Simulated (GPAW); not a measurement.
# Screening of a field by TiSi2P4 monolayer

How does TiSi2P4 monolayer screen a perpendicular field?

Program: GPAW 26.7.0. Level of theory: GPAW, PAW setups; layer in a repeated cell with vacuum, relaxation of atoms and in-plane cell, in the first sound run; inputs show where later runs differ. Results are calculated unless marked as measured.

Most raw output is cut from this account.

**1. Starting point**

The cell holds 7 atoms: 4 P, 2 Si and 1 Ti. Its edges and angles: a = 3.480 Å, b = 3.480 Å, c = 22.451 Å, α = 90.0°, β = 90.0°, γ = 120.0°. Vacuum lies along c.

**2. Relaxing the atoms**

The atoms are relaxed first, since the surface dipole, and with it the work function, follows the positions of the outer layers.

run.py

```python
import json
import numpy as np
from ase import Atoms
from ase.filters import FrechetCellFilter
from ase.optimize import BFGS
from gpaw import GPAW, PW

slab = Atoms(
    ['P', 'Si', 'P', 'Ti', 'P', 'Si', 'P'],
    positions=[
        [0.00000, 0.00000, 7.00000],
        [-0.00000, 2.00918, 7.64444],
        [-0.00000, 2.00918, 9.75444],
        [0.00000, 0.00000, 11.22525],
        [-0.00000, 2.00918, 12.69607],
        [-0.00000, 2.00918, 14.80607],
        [0.00000, 0.00000, 15.45051]],
    cell=[[3.48, 0.0, 0.0], [-1.74, 3.01377, 0.0], [0.0, 0.0, 22.4505]],
    pbc=[True, True, True])

slab.calc = GPAW(mode=PW(600), xc='PBE', kpts={'size': (9, 9, 1), 'gamma': True},
                 occupations={'name': 'fermi-dirac', 'width': 0.05}, nbands='200%',
                 convergence={'density': 1e-05}, maxiter=200,
                 symmetry={'tolerance': 1e-3}, txt='slab.txt')
result = {}
# The in-plane cell is free; stress needs a cell that repeats along all three vectors
path = []
opt = BFGS(FrechetCellFilter(slab, mask=[1, 1, 0, 0, 0, 1]), maxstep=0.2)
opt.attach(lambda: path.append((slab.get_potential_energy(), slab.positions.tolist(), slab.get_forces().tolist())))
result['relaxed'] = bool(opt.run(fmax=0.02, steps=45))
result['path'] = path
result['cell'] = slab.cell.tolist()
print('in-plane lattice', slab.cell.cellpar().round(4)[[0, 1, 5]])
energy = slab.get_potential_energy()
fermi = slab.calc.get_fermi_level()
v = slab.calc.get_electrostatic_potential().mean((0, 1)) - fermi
n = slab.calc.get_pseudo_density().mean((0, 1))
L = slab.cell[2, 2]
z = np.arange(len(v)) * L / len(v)
low, high = slab.positions[:, 2].min(), slab.positions[:, 2].max()
below, above = np.interp([low - 4.8, high + 4.8], z, v)
slopes = [np.interp(x, z, np.gradient(v, z)) for x in (low - 4.8, high + 4.8)]
eps = np.array([[slab.calc.get_eigenvalues(k, s) for k in range(len(slab.calc.get_ibz_k_points()))]
                for s in range(slab.calc.get_number_of_spins())]) - fermi
top, bottom = eps[eps < 0].max(), eps[eps > 0].min()
dipole = slab.get_dipole_moment()[2]
print(f'energy {energy:.4f} eV, Fermi level {fermi:.4f} eV, dipole {dipole:.5f} e A')
print(f'potential 4.8 A off the faces, from the Fermi level: lower {below:.4f} eV, upper {above:.4f} eV')
print(f'slope of the potential there: lower {slopes[0]:.5f}, upper {slopes[1]:.5f} eV/A')
print(f'nearest levels on the mesh: {top:.4f} and {bottom:.4f} eV')
print('magnetic moment', round(slab.get_magnetic_moment(), 3))
result.update(energy=energy, fermi=fermi, dipole=dipole, below=below, above=above, slopes=slopes, edges=[top, bottom],
              z=z.tolist(), v=v.tolist(), n=n.tolist(), positions=slab.positions.tolist(),
              forces=slab.get_forces(apply_constraint=False).tolist(), moments=slab.get_magnetic_moments().tolist())
json.dump(result, open('result.json', 'w'))
```

The run is started by

```sh
OMP_NUM_THREADS=1 OPENBLAS_NUM_THREADS=1 python run.py
```

Wall time 22 min (1 thread of Arm Neoverse V1, shared host); peak memory 0.48 GiB.

Numbers from this step:

- dipole along the normal: 1.52e-4 e·Å
- levels nearest the Fermi level on the mesh: -0.02607, 0.09082 eV from the Fermi level

The electrostatic potential energy of an electron (without an applied field's), less the Fermi level, planar mean oscillates, so the rows of the table below give means over windows of 1.67 Å about each position, cut where the curve ends. Its maxima inside the range that stand out by 2 % of the span (Å: eV): 7.1: -10.7, 8.8: 2.07, 10.4: -4.77, 12.0: -4.77, 13.7: 2.07, 15.3: -10.7. Its minima: 6.6: -13.9, 7.5: -12.1, 9.8: -11.7, 11.2: -13.1, 12.6: -11.7, 15.0: -12.1, 15.9: -13.9.

The electrostatic potential energy of an electron (without an applied field's), less the Fermi level, planar mean by z; means over each step:

```
z (Å)  electrostatic potential energy of an electron (without an applied field's), less the Fermi level, planar mean (eV)
 0.83                                                                                                                5.56
 2.50                                                                                                                5.56
 4.17                                                                                                                5.45
 5.84                                                                                                               -2.43
 7.51                                                                                                               -8.97
 9.18                                                                                                               -3.35
10.86                                                                                                               -8.69
12.52                                                                                                               -6.76
14.20                                                                                                               -3.17
15.86                                                                                                               -9.25
17.54                                                                                                                4.64
19.20                                                                                                                5.55
20.88                                                                                                                5.56
```

Table of pseudo valence density, planar mean by z:

z (Å), pseudo valence density, planar mean (e/Å³) and a bar:
```
        3       0.00 
        4       0.00 
        5       0.02 #
        6       0.23 ########
        7       0.41 #############
        8       0.18 ######
        9       0.18 ######
       10       0.31 ##########
       11       0.92 ##############################
       12       0.38 ############
       13       0.26 ########
       14       0.15 #####
       15       0.28 #########
       16       0.28 #########
       17       0.08 ###
       18       0.00 
       19       0.00 
       20       0.00
```

The relaxation lowered the energy of the cell by 2.00 eV (energies extrapolated to zero smearing; the optimiser's log prints free energies). The largest force left on a free atom is 0.0013 eV/Å.

**3. The slab's potential**

The work function is the vacuum plateau of the electrostatic potential less the Fermi level; a dipole layer lets the two faces have plateaus of their own.

This step: GPAW, PAW setups; slab in vacuum (GPAW 26.7.0).

The cell differs from the one that the last finished run ended in (c 22.451 → 23.372 Å).

run.py: that of step 2 with these lines changed.

```diff
@@ -3,4 +3,2 @@
 from ase import Atoms
-from ase.filters import FrechetCellFilter
-from ase.optimize import BFGS
 from gpaw import GPAW, PW
@@ -10,25 +8,18 @@
     positions=[
-        [0.00000, 0.00000, 7.00000],
-        [-0.00000, 2.00918, 7.64444],
-        [-0.00000, 2.00918, 9.75444],
-        [0.00000, 0.00000, 11.22525],
-        [-0.00000, 2.00918, 12.69607],
-        [-0.00000, 2.00918, 14.80607],
-        [0.00000, 0.00000, 15.45051]],
-    cell=[[3.48, 0.0, 0.0], [-1.74, 3.01377, 0.0], [0.0, 0.0, 22.4505]],
-    pbc=[True, True, True])
+        [-0.00000, 0.00000, 7.00000],
+        [0.00000, 2.05335, 8.00422],
+        [0.00000, 2.05335, 10.26491],
+        [0.00000, 0.00000, 11.68577],
+        [0.00000, 2.05335, 13.10663],
+        [0.00000, 2.05335, 15.36733],
+        [0.00000, 0.00000, 16.37154]],
+    cell=[[3.5565, -0.0, 0.0], [-1.77825, 3.08002, 0.0], [0.0, 0.0, 23.3715]],
+    pbc=[True, True, False])
 
-slab.calc = GPAW(mode=PW(600), xc='PBE', kpts={'size': (9, 9, 1), 'gamma': True},
+slab.calc = GPAW(mode=PW(400), xc='PBE', kpts={'size': (9, 9, 1), 'gamma': True},
                  occupations={'name': 'fermi-dirac', 'width': 0.05}, nbands='200%',
                  convergence={'density': 1e-05}, maxiter=200,
+                 poissonsolver={'dipolelayer': 'xy'},
                  symmetry={'tolerance': 1e-3}, txt='slab.txt')
 result = {}
-# The in-plane cell is free; stress needs a cell that repeats along all three vectors
-path = []
-opt = BFGS(FrechetCellFilter(slab, mask=[1, 1, 0, 0, 0, 1]), maxstep=0.2)
-opt.attach(lambda: path.append((slab.get_potential_energy(), slab.positions.tolist(), slab.get_forces().tolist())))
-result['relaxed'] = bool(opt.run(fmax=0.02, steps=45))
-result['path'] = path
-result['cell'] = slab.cell.tolist()
-print('in-plane lattice', slab.cell.cellpar().round(4)[[0, 1, 5]])
 energy = slab.get_potential_energy()
```

Wall time 63 s (1 thread); peak memory 0.24 GiB.

Numbers from this step:

```
dipole along the normal                    : 7.79e-4 e·Å
levels nearest the Fermi level on the mesh : -0.02619, 0.09098 eV from the Fermi level
upper work function                        : 5.549 eV
lower work function                        : 5.562 eV
```

The electrostatic potential energy of an electron (without an applied field's), less the Fermi level, planar mean by z:

z (Å), electrostatic potential energy of an electron (without an applied field's), less the Fermi level, planar mean (eV) and a bar from the least value:
```
      0.0        5.6 ##############################
      0.5        5.6 ##############################
      1.0        5.6 ##############################
      1.5        5.6 ##############################
      2.0        5.6 ##############################
      2.5        5.6 ##############################
      3.0        5.6 ##############################
      3.5        5.6 ##############################
      4.0        5.6 ##############################
      4.5        5.5 ##############################
      5.0        5.4 ##############################
      5.5        5.0 #############################
      6.0        3.1 ##########################
      6.5       -3.5 ################
      7.0      -13.7 
      7.5      -10.8 ####
      8.0      -12.0 ###
      8.5       -4.3 ###############
      9.0        1.6 ########################
      9.5        0.7 ######################
     10.0       -8.0 #########
     10.5       -9.6 ######
     11.0       -4.9 ##############
     11.5      -11.6 ###
     12.0       -9.6 ######
     12.5       -4.9 ##############
     13.0      -11.2 ####
     13.5       -5.2 #############
     14.0        1.6 ########################
     14.5        0.7 ######################
     15.0       -6.7 ###########
     15.5      -12.0 ###
     16.0      -11.5 ###
     16.5      -12.1 ##
     17.0       -1.1 ####################
     17.5        3.9 ###########################
     18.0        5.2 #############################
     18.5        5.5 ##############################
     19.0        5.5 ##############################
     19.5        5.5 ##############################
     20.0        5.5 ##############################
     20.5        5.5 ##############################
     21.0        5.5 ##############################
     21.5        5.5 ##############################
     22.0        5.5 ##############################
     22.5        5.5 ##############################
     23.0        5.5 ##############################
```

Pseudo valence density, planar mean against z:

z (Å), pseudo valence density, planar mean (e/Å³) and a bar from the least value:
```
     0.00       0.00 
     0.65       0.00 
     1.30       0.00 
     1.95       0.00 
     2.60       0.00 
     3.03       0.00 
     3.68       0.00 
     4.33       0.00 
     4.98       0.01 
     5.63       0.04 #
     6.28       0.18 ######
     6.92       0.28 #########
     7.57       0.40 #############
     8.22       0.20 ######
     8.66       0.16 #####
     9.31       0.16 #####
     9.95       0.26 ########
    10.60       0.34 ###########
    11.25       0.61 ####################
    11.90       0.94 ##############################
    12.55       0.36 ############
    13.20       0.26 ########
    13.85       0.19 ######
    14.50       0.15 #####
    14.93       0.18 ######
    15.58       0.33 ##########
    16.23       0.34 ###########
    16.88       0.24 ########
    17.53       0.07 ##
    18.18       0.01 
    18.83       0.00 
    19.48       0.00 
    20.13       0.00 
    20.56       0.00 
    21.21       0.00 
    21.86       0.00 
    22.51       0.00 
    23.16       0.00
```

The potential is flat to 4.8e-5 eV/Å where it is read, so the vacuum is wide enough.

**4. In a field**

A uniform field along the normal polarises the slab; the atoms stay fixed, so this is the electronic response alone.

run.py: that of step 3 with these lines changed.

```diff
@@ -4,2 +4,3 @@
 from gpaw import GPAW, PW
+from gpaw.external import ConstantElectricField
 
@@ -22,2 +23,3 @@
                  poissonsolver={'dipolelayer': 'xy'},
+                 external=ConstantElectricField(-0.2, [0, 0, 1]),
                  symmetry={'tolerance': 1e-3}, txt='slab.txt')
```

It took 4.8 min on 1 thread; peak memory 0.4 GiB.

Numbers from this step:

```yaml
dipole_along_the_normal: -0.1371 e·Å
levels_nearest_the_fermi_level_on_the_mesh: -0.02614, 0.09093 eV from the Fermi level
potential_below_the_slab_the_applied_field_s_own_ramp_left_out: 4.426 eV from the Fermi level
potential_above_the_slab_the_applied_field_s_own_ramp_left_out: 6.690 eV from the Fermi level
```

The electrostatic potential energy of an electron (without an applied field's), less the Fermi level, planar mean oscillates, so the rows of the table below give means over windows of 1.68 Å about each position, cut where the curve ends. Its maxima inside the range that stand out by 2 % of the span (Å: eV): 7.6: -11.5, 9.2: 1.61, 10.9: -4.87, 12.4: -4.58, 14.2: 2.57, 15.8: -9.94, 21.9: 6.69. Its minima: 7.0: -14.8, 7.9: -12.8, 10.3: -12.0, 11.7: -13.1, 13.1: -11.4, 15.5: -11.4, 16.3: -13.0.

Table of electrostatic potential energy of an electron (without an applied field's), less the Fermi level, planar mean by z; means over each step:

z (Å), electrostatic potential energy of an electron (without an applied field's), less the Fermi level, planar mean (eV) and a bar from the least value:
```
     0.84        4.6 ###########################
     2.52        4.4 ##########################
     4.20        4.4 ##########################
     5.88        1.0 #####################
     7.56      -12.1 
     9.24       -1.9 ################
    10.92       -9.0 #####
    12.60       -8.3 ######
    14.28       -0.9 ##################
    15.96      -10.5 ###
    17.64        4.2 ##########################
    19.32        6.7 ##############################
    21.00        6.7 ##############################
    22.68        6.6 ##############################
```

The dipole is now -0.137 e Å, against 7.8e-4 in the run without a field.

**5. In a field**

run.py: that of step 4 with these lines changed.

```diff
@@ -23,3 +23,3 @@
                  poissonsolver={'dipolelayer': 'xy'},
-                 external=ConstantElectricField(-0.2, [0, 0, 1]),
+                 external=ConstantElectricField(-0.1, [0, 0, 1]),
                  symmetry={'tolerance': 1e-3}, txt='slab.txt')
```

Run time: 4.8 min. Hardware: 1 thread; peak memory 0.4 GiB.

This step gave:

| Quantity | Value |
| --- | --- |
| dipole along the normal | -0.06853 e·Å |
| levels nearest the Fermi level on the mesh | -0.02619, 0.09096 eV from the Fermi level |
| potential below the slab, the applied field's own ramp left out | 4.990 eV from the Fermi level |
| potential above the slab, the applied field's own ramp left out | 6.122 eV from the Fermi level |

Electrostatic potential energy of an electron (without an applied field's), less the Fermi level, planar mean against z:

z (Å), electrostatic potential energy of an electron (without an applied field's), less the Fermi level, planar mean (eV) and a bar from the least value:
```
      0.0        5.6 #############################
      0.5        5.0 ############################
      1.0        5.0 ############################
      1.5        5.0 ############################
      2.0        5.0 ############################
      2.5        5.0 ############################
      3.0        5.0 ############################
      3.5        5.0 ############################
      4.0        5.0 ############################
      4.5        5.0 ############################
      5.0        4.9 ############################
      5.5        4.4 ###########################
      6.0        2.6 #########################
      6.5       -4.0 ###############
      7.0      -14.1 
      7.5      -11.2 ####
      8.0      -12.3 ###
      8.5       -4.6 ##############
      9.0        1.3 #######################
      9.5        0.5 ######################
     10.0       -8.2 #########
     10.5       -9.7 #######
     11.0       -5.0 ##############
     11.5      -11.6 ####
     12.0       -9.6 #######
     12.5       -4.9 ##############
     13.0      -11.1 #####
     13.5       -5.1 #############
     14.0        1.8 ########################
     14.5        1.0 ######################
     15.0       -6.4 ###########
     15.5      -11.6 ####
     16.0      -11.1 ####
     16.5      -11.7 ####
     17.0       -0.5 ####################
     17.5        4.4 ###########################
     18.0        5.7 #############################
     18.5        6.0 ##############################
     19.0        6.1 ##############################
     19.5        6.1 ##############################
     20.0        6.1 ##############################
     20.5        6.1 ##############################
     21.0        6.1 ##############################
     21.5        6.1 ##############################
     22.0        6.1 ##############################
     22.5        6.1 ##############################
     23.0        6.1 ##############################
```

The dipole is now -0.0685 e Å, against 7.8e-4 in the run without a field.

**6. Field on**

run.py: that of step 5 with these lines changed.

```diff
@@ -23,3 +23,3 @@
                  poissonsolver={'dipolelayer': 'xy'},
-                 external=ConstantElectricField(-0.1, [0, 0, 1]),
+                 external=ConstantElectricField(-0.05, [0, 0, 1]),
                  symmetry={'tolerance': 1e-3}, txt='slab.txt')
```

Wall time 5.2 min (1 thread); peak memory 0.4 GiB.

The electrostatic potential energy of an electron (without an applied field's), less the Fermi level, planar mean oscillates, so the rows of the table below give means over windows of 1.62 Å about each position, cut where the curve ends. Its maxima inside the range that stand out by 2 % of the span (Å: eV): 7.6: -10.9, 9.2: 1.97, 10.9: -4.76, 12.4: -4.69, 14.2: 2.21, 15.8: -10.5. Its minima: 7.0: -14.2, 7.9: -12.3, 10.3: -11.7, 11.7: -13.1, 13.1: -11.6, 15.5: -11.9, 16.3: -13.7.

Table of electrostatic potential energy of an electron (without an applied field's), less the Fermi level, planar mean by z; means over each step:

z (Å), electrostatic potential energy of an electron (without an applied field's), less the Fermi level, planar mean (eV) and a bar from the least value:
```
     0.81        5.3 #############################
     2.43        5.3 #############################
     4.05        5.3 #############################
     5.67        3.3 ##########################
     7.29      -11.2 
     8.91       -1.9 ################
    10.53       -7.5 #######
    12.15       -8.8 ####
    13.77       -2.9 ###############
    15.39       -8.8 ####
    17.01       -2.8 ###############
    18.63        5.7 ##############################
    20.25        5.8 ##############################
    21.87        5.8 ##############################
```

[end of part 1 of 2]

[Logs are printed without paths, hosts, clocks, repeated set-up lines and the standing remarks that a program may print on its own settings, such as how far it seeks lower states.]

[Hosts, paths, dates, database ids (printed as entryN), source tags and the programs' standing remarks are cut or masked in the printed files.]
